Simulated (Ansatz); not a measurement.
# Ca on Co(0001): change of the work function, part 2 of 2

Wanted: Δφ(θ) for Ca/Co(0001), starting from the fcc site.

Ansatz 0.2.0; plane-wave DFT, PBE, Ansatz PAW.

So far, work function, upper face (eV): step 2 (the clean slab) 4.93; step 3 (37 atoms, coverage 0.111 ML, cell 3x3) 2.21.

**4. Adsorbate added, k-mesh 6×6×1, coverage 0.25 ML**

System of this step: Ca/Co(0001). The cell holds 17 atoms: 16 Co and 1 Ca. Cell: a = 5.020 Å, b = 5.020 Å, c = 26.779 Å, α = 90.0°, β = 90.0°, γ = 60.0°. Vacuum lies along c.

Another coverage, to see how the dipoles act on each other as their distance changes.

Contents of input.yaml:

```yaml
crystal:
  lattice:
    - [5.02, 0.0, 0.0]
    - [2.51, 4.347447527, 0.0]
    - [0.0, 0.0, 26.7788580288]
  atoms:
    - { symbol: Co, position: [0.3333333333, 0.3333333333, 0.3360860269], spin: 1.82 }
    - { symbol: Co, position: [0.0, 0.0, 0.4121015911], spin: 1.76 }
    - { symbol: Co, position: [0.3333333333, 0.3333333333, 0.4884830077], spin: 1.74 }
    - { symbol: Co, position: [0.0, 0.0, 0.5611307648], spin: 1.79 }
    - { symbol: Co, position: [0.3333333333, 0.8333333333, 0.3360860269], spin: 1.82 }
    - { symbol: Co, position: [0.0, 0.5, 0.4121015911], spin: 1.76 }
    - { symbol: Co, position: [0.3333333333, 0.8333333333, 0.4884830077], spin: 1.74 }
    - { symbol: Co, position: [0.0, 0.5, 0.5611307648], spin: 1.79 }
    - { symbol: Co, position: [0.8333333333, 0.3333333333, 0.3360860269], spin: 1.82 }
    - { symbol: Co, position: [0.5, 0.0, 0.4121015911], spin: 1.76 }
    - { symbol: Co, position: [0.8333333333, 0.3333333333, 0.4884830077], spin: 1.74 }
    - { symbol: Co, position: [0.5, 0.0, 0.5611307648], spin: 1.79 }
    - { symbol: Co, position: [0.8333333333, 0.8333333333, 0.3360860269], spin: 1.82 }
    - { symbol: Co, position: [0.5, 0.5, 0.4121015911], spin: 1.76 }
    - { symbol: Co, position: [0.8333333333, 0.8333333333, 0.4884830077], spin: 1.74 }
    - { symbol: Co, position: [0.5, 0.5, 0.5611307648], spin: 1.79 }
    - { symbol: Ca, position: [0.1666666667, 0.1666666667, 0.6639139731] }
magnetization:
  spin_polarized: true
kpoints:
  mp_grid: { grid: [6, 6, 1] }
hamiltonian:
  xc: pbe
scf:
  occupations: { method: fermi_dirac, width: 0.1 }
  convergence: { dr2_threshold: 1.0e-08 }
efield:
  axis: 3
  dipole_correction: true
  ramp_position: 0.97
  ramp_width: 0.06
relax:
  f_tol: 0.02
  max_steps: 60
  constraints: [{ sites: [0, 1, 4, 5, 8, 9, 12, 13] }]
output:
  dos: { projected: true, e_range: [-8, 4] }
  write_potential: true
  write_density: true
  volumetric_format: npy
  elf: true
```

On the command line:

```sh
> ansatz run input.yaml --threads 4 --pin off --max-ram 16384MiB --backend cpu --events-out ev --progress --plain --runs-dir out
```

Run time: 8 min. Hardware: 4 threads of Arm Neoverse V1, shared host; peak memory 3.2 GiB; 31 min of CPU time.

The steps of the relaxation:

| step | energy less that of the first step (eV) | largest force component (eV/Å) |
| --- | --- | --- |
| 1 | 0.0000 | 1.0551 |
| 2 | -0.1770 | 0.7345 |
| 3 | -0.2787 | 0.1701 |
| 4 | -0.2878 | 0.0831 |
| 5 | -0.2891 | 0.0142 |

The run keeps the 6 symmetry operations that it works with, so distortions that break them were not tested.

The atoms that moved most (Å):

| atom | dx | dy | dz | length |
| --- | --- | --- | --- | --- |
| Ca17 | 0.000 | 0.000 | -0.425 | 0.425 |
| Co16 | 0.000 | 0.000 | 0.116 | 0.116 |
| Co8 | 0.000 | 0.031 | -0.019 | 0.036 |
| Co12 | 0.027 | -0.015 | -0.019 | 0.036 |
| Co4 | -0.027 | -0.015 | -0.019 | 0.036 |
| Co15 | 0.000 | 0.000 | -0.028 | 0.028 |
| Co3 | 0.008 | 0.005 | 0.005 | 0.010 |
| Co7 | 0.000 | -0.009 | 0.005 | 0.010 |

Final coordinates:

```
Co Ca
1.0
     5.02000    0.00000    0.00000
     2.51000    4.34745    0.00000
     0.00000    0.00000   26.77886
Co Ca
16 1
Cartesian
  2.5100 1.4491 9.0000
  0.0000 0.0000 11.0356
  2.5180 1.4538 13.0857
  -0.0267 -0.0154 15.0075
  3.7650 3.6229 9.0000
  1.2550 2.1737 11.0356
  3.7650 3.6137 13.0857
  1.2550 2.2046 15.0075
  5.0200 1.4491 9.0000
  2.5100 0.0000 11.0356
  5.0120 1.4538 13.0857
  2.5367 -0.0154 15.0075
  6.2750 3.6229 9.0000
  3.7650 2.1737 11.0356
  6.2750 3.6229 13.0527
  3.7650 2.1737 15.1425
  1.2550 0.7246 17.3540
```

Numbers from this step:

```yaml
energy_at_zero_smearing: -83830.3236 eV
total_moment: 27.08 μB
work_function_upper_face: 2.502 eV
work_function_lower_face: 4.989 eV
dipole_along_the_normal: 0.2999 e·Å
step_between_the_vacuum_levels: -2.487 eV
```

Running mean over 2.03561 Å of the planar mean; the ramp of the sawtooth is left out. Table of electron's electrostatic potential energy less the Fermi level by z:

| z (Å) | electron's electrostatic potential energy less the Fermi level (eV) |
| --- | --- |
| 3.5 | 4.99 |
| 4.0 | 4.99 |
| 4.5 | 4.99 |
| 5.0 | 4.98 |
| 5.5 | 4.97 |
| 6.0 | 4.93 |
| 6.5 | 4.77 |
| 7.0 | 4.21 |
| 7.5 | 1.90 |
| 8.0 | -3.46 |
| 8.5 | -8.57 |
| 9.0 | -10.3 |
| 9.5 | -10.5 |
| 10.0 | -10.5 |
| 10.5 | -10.5 |
| 11.0 | -10.5 |
| 11.5 | -10.5 |
| 12.0 | -10.5 |
| 12.5 | -10.5 |
| 13.0 | -10.6 |
| 13.5 | -11.0 |
| 14.0 | -11.3 |
| 14.5 | -11.0 |
| 15.0 | -10.5 |
| 15.5 | -9.24 |
| 16.0 | -5.66 |
| 16.5 | -2.35 |
| 17.0 | -1.78 |
| 17.5 | -2.10 |
| 18.0 | -1.67 |
| 18.5 | -0.229 |
| 19.0 | 1.14 |
| 19.5 | 1.84 |
| 20.0 | 2.18 |
| 20.5 | 2.35 |
| 21.0 | 2.43 |
| 21.5 | 2.47 |
| 22.0 | 2.49 |
| 22.5 | 2.50 |
| 23.0 | 2.50 |
| 23.5 | 2.50 |

The density of states has structure finer than the step of the table below, so its rows give means over 0.5 eV, whole bins alone (the curve runs from -8 to 1.98 eV). Peaks (eV: height): total -2.62: 56.9, -2.47: 51.7, -2.08: 60.4, -1.35: 48.0, -1.26: 47.4, -1.11: 60.2, -0.87: 82.8; up -2.89: 33.0, -2.62: 51.4, -2.47: 40.4, -2.08: 39.2, -1.74: 30.9, -1.11: 44.8, -0.87: 38.7; down -2.26: 26.6, -1.35: 29.4, -0.87: 44.1, -0.36: 29.6, 0.84: 39.9, 0.93: 34.7, 1.11: 42.4.

Density of states against energy, zero at the Fermi level; means over each step; values in states/eV a cell:

| energy (eV) | total | up | down |
| --- | --- | --- | --- |
| -7.5 | 0.918 | 0.468 | 0.450 |
| -7.0 | 2.11 | 1.10 | 1.01 |
| -6.5 | 1.94 | 1.01 | 0.931 |
| -6.0 | 2.75 | 1.43 | 1.32 |
| -5.5 | 2.77 | 1.63 | 1.14 |
| -5.0 | 9.10 | 7.23 | 1.87 |
| -4.5 | 15.3 | 12.7 | 2.62 |
| -4.0 | 16.2 | 11.1 | 5.05 |
| -3.5 | 22.0 | 14.6 | 7.49 |
| -3.0 | 26.4 | 17.4 | 8.99 |
| -2.5 | 39.6 | 27.6 | 12.0 |
| -2.0 | 30.7 | 19.2 | 11.6 |
| -1.5 | 36.9 | 20.8 | 16.2 |
| -1.0 | 50.9 | 26.4 | 24.5 |
| -0.5 | 24.2 | 6.40 | 17.8 |
| 0.0 | 16.5 | 3.98 | 12.5 |
| 0.5 | 20.3 | 2.45 | 17.9 |
| 1.0 | 29.1 | 3.77 | 25.3 |
| 1.5 | 10.3 | 3.45 | 6.86 |

Projected DOS per atom over height of the atomic layer and energy from the Fermi level. Layers: Co4 Co4 Co4 Co4 Ca from below.

Ten even steps from '_' (0.00 states/eV) to '@' (3.17 states/eV), each cell a mean:
```
__________
::----::__
++++++==__
==::--==..
--::::--..
++======..
@@@@@@@@__
%%****%%__
++====++..
%%####%%__
**++++##__
--======__
--====--__
::--==::__
..----::__
........__
__________
__________
__________
__________
__________
__________
```
Columns: height of the atomic layer (Å) from 9 to 17.4 (not evenly spaced); rows upwards: energy from the Fermi level (eV) from -7.96 to 1.95.

Projected DOS per atom, spin up over height of the atomic layer and energy from the Fermi level. Layers: Co4 Co4 Co4 Co4 Ca from below.

Values in states/eV, 22 rows by 5 columns, each cell a mean:
```
0.05 0.04 0.05 0.06 0.05
0.18 0.15 0.09 0.15 0.16
0.12 0.14 0.20 0.15 0.08
0.09 0.08 0.08 0.11 0.32
0.22 0.20 0.20 0.25 0.25
0.29 0.36 0.45 0.45 0.25
1.36 1.81 1.79 1.40 0.12
1.59 1.21 1.09 1.37 0.06
1.43 0.97 0.92 1.19 0.20
1.96 1.37 1.40 1.85 0.12
1.66 1.32 1.26 1.70 0.13
0.75 0.83 0.83 0.83 0.08
0.91 0.91 0.85 0.92 0.01
0.66 0.97 0.95 0.64 0.01
0.40 0.78 0.88 0.50 0.01
0.22 0.43 0.50 0.27 0.02
0.09 0.09 0.11 0.11 0.01
0.06 0.11 0.11 0.07 0.00
0.05 0.07 0.07 0.06 0.01
0.05 0.09 0.09 0.06 0.01
0.02 0.05 0.05 0.02 0.00
0.01 0.04 0.05 0.02 0.00
```
Columns: height of the atomic layer (Å) from 9 to 17.4 (not evenly spaced); rows upwards: energy from the Fermi level (eV) from -7.96 to 1.95.

Projected DOS per atom, spin down over height of the atomic layer and energy from the Fermi level. Layers: Co4 Co4 Co4 Co4 Ca from below.

Ten even steps from '0' (0.00 states/eV) to '9' (1.81 states/eV), each cell a mean:
```
10010
45540
88761
74461
43340
76550
96780
65460
22232
45440
23330
23320
12210
11110
01100
00000
00000
00000
00000
00000
00000
00000
```
Columns: height of the atomic layer (Å) from 9 to 17.4 (not evenly spaced); rows upwards: energy from the Fermi level (eV) from -7.96 to 1.95.

Site moment by atom:

| atom | site moment (μB) |
| --- | --- |
| Co1 | 1.84 |
| Co2 | 1.76 |
| Co3 | 1.74 |
| Co4 | 1.65 |
| Co5 | 1.84 |
| Co6 | 1.76 |
| Co7 | 1.74 |
| Co8 | 1.65 |
| Co9 | 1.84 |
| Co10 | 1.76 |
| Co11 | 1.74 |
| Co12 | 1.65 |
| Co13 | 1.84 |
| Co14 | 1.76 |
| Co15 | 1.74 |
| Co16 | 1.81 |
| Ca17 | -0.04 |

Spin density in the ca plane at fractional y = 0.000, with atoms of Co within 0.2 Å of it.

Ten even steps from '0' (0.0 e/Å³) to '9' (4.7 e/Å³), each cell a mean:
```
00000004510000000055100000000000000000000000
00000000000000000000000000000000000000000000
00000000000000000000000000000000000000000000
00000000000000000000000000000000000000000000
00000000000000000000000000000000000000000000
00000004510000000055100000000000000000000000
00000018910000000188100000000000000000000000
00000001100000000011000000000000000000000000
00000000000000000000000000000000000000000000
00000000000000000000000000000000000000000000
00000000000000000000000000000000000000000000
00000001100000000011000000000000000000000000
00000018910000000188100000000000000000000000
```
Columns run along c (16.0 Å, from fractional 0.31 to 0.91 of the cell), rows up along a (5.0 Å). Atoms in or near the plane, at fractional coordinates: Co at (0.41, 0.00), Co at (0.56, 0.00), Co at (0.41, 0.50), Co at (0.56, 0.51).

ELF of down spins in the ca plane at fractional y = 0.000, with atoms of Co within 0.2 Å of it. It is the smooth field of the valence electrons, not physical close to the nuclei.

Ten even steps from '0' (0.00) to '9' (0.95), each cell a mean:
```
54334238941443342489411211000111000000000000
22113312212321123133112333221110000000000000
11111332233212113322333343322110000000000000
11111332233212113322333343322110000000000000
22113312212321123133112333221110000000000000
54334238941443342499411211000111000000000000
55444149961344442599511100000011100000000000
43223225621332232255211013210001100000000000
11112321113211123211231157730001110000000000
12211333333212113333441278851001110000000000
11112321113211123211231157730001110000000000
43223225621332232255211013210001100000000000
55444149961344442599511100000011100000000000
```
Columns run along c (16.0 Å, from fractional 0.31 to 0.91 of the cell), rows up along a (5.0 Å). Atoms in or near the plane, at fractional coordinates: Co at (0.41, 0.00), Co at (0.56, 0.00), Co at (0.41, 0.50), Co at (0.56, 0.51).

Valence density in the ca plane at fractional y = 0.000, with atoms of Co within 0.2 Å of it. It is the smooth field of the valence electrons, not physical close to the nuclei.

Ten steps, logarithmic in the rise over the least value, from '0' (0 e/Å³) to '9' (36 e/Å³), each cell a mean:
```
01111158852111112588520000000000000000000000
11211124421112111244210000000000000000000000
12321111111123211111100000000000000000000000
12321111111123211111100000000000000000000000
11211124421112111244210000000000000000000000
01111158852111112588520000000000000000000000
01111259962111112699620000000000000000000000
01111136641111111366310001000000000000000000
12221112211112211122110122200000000000000000
12321111111123211111100123210000000000000000
12221112211112211122110122200000000000000000
01111136641111111366310001000000000000000000
01111259962111112699620000000000000000000000
```
Columns run along c (16.0 Å, from fractional 0.31 to 0.91 of the cell), rows up along a (5.0 Å). Atoms in or near the plane, at fractional coordinates: Co at (0.41, 0.00), Co at (0.56, 0.00), Co at (0.41, 0.50), Co at (0.56, 0.51).

The relaxation took 5 steps and lowered the energy by 0.29 eV; the largest force on the free atoms ends at 0.014 eV/Å.

By hand: a sheet of dipoles makes a step −p/(ε₀A) in the electron's potential. With e/ε₀ = 180.95 V·Å, p = 0.2999 e·Å and A = 21.82 Å², that is −180.95 × (0.2999) / 21.82 = -2.487 eV, and the two vacuum levels of the run differ by -2.487 eV.

The covered face has 2.50 eV, -2.42 eV against the clean one; the bare back face has moved by +0.00 eV, a measure of how thin the slab is.

**5. Work function against coverage**

This step: plane-wave DFT, PBE, Ansatz PAW; work function against coverage (Ansatz 0.2.0).

The runs are now put side by side.

Numbers from this step:

```yaml
work_function_of_the_clean_face: 4.925 eV
largest_change_of_the_work_function: -2.716 eV
```

Table of work function of the covered face by coverage:

| coverage (adsorbates/nm²) | work function of the covered face (eV) |
| --- | --- |
| 0.00 | 4.93 |
| 2.04 | 2.21 |
| 4.58 | 2.50 |

The dipole per adsorbate comes from the change of the cell's dipole. Coverage, by row:

| coverage (1/nm²) | coverage (ML) | work function (eV) | change (eV) | dipole per adsorbate, positive end outwards (debye) | mean height of the added atoms over the highest substrate atom (Å) |
| --- | --- | --- | --- | --- | --- |
| 2.036 | 0.1111 | 2.209 | -2.716 | 3.516 | 2.224 |
| 4.582 | 0.25 | 2.502 | -2.423 | 1.404 | 2.211 |

**6. Summary of results**

| Quantity | Value |
| --- | --- |
| work function of the clean face | 4.93 eV |
| work function at 0.11 ML | 2.21 eV |
| work function at 0.25 ML | 2.50 eV |
| dipole per adsorbate at 0.11 ML, positive end outwards | 3.52 D |

**Reading.** Ca lowers the work function of Co(0001) at the lowest coverage, by 2.72 eV: the adsorbate layer has its positive end outwards. The slab has 4 layers, at the tabulated experimental lattice constant, one starting site was run, and quantum-size effects of a slab this thin can reach one or two tenths of an eV. The magnetic order is the one reached from the typed start; other orders were not compared.

[Logs are printed without paths, hosts, clocks, repeated set-up lines and the standing remarks that a program may print on its own settings, such as how far it seeks lower states.]

[Hosts, paths, dates, database ids (printed as entryN), source tags and the programs' standing remarks are cut or masked in the printed files.]

[Maps of the electrostatic potential energy from Ansatz leave out the sawtooth potential of an applied field or a dipole correction, so their vacuum need not be flat; planar profiles and work functions include it.]
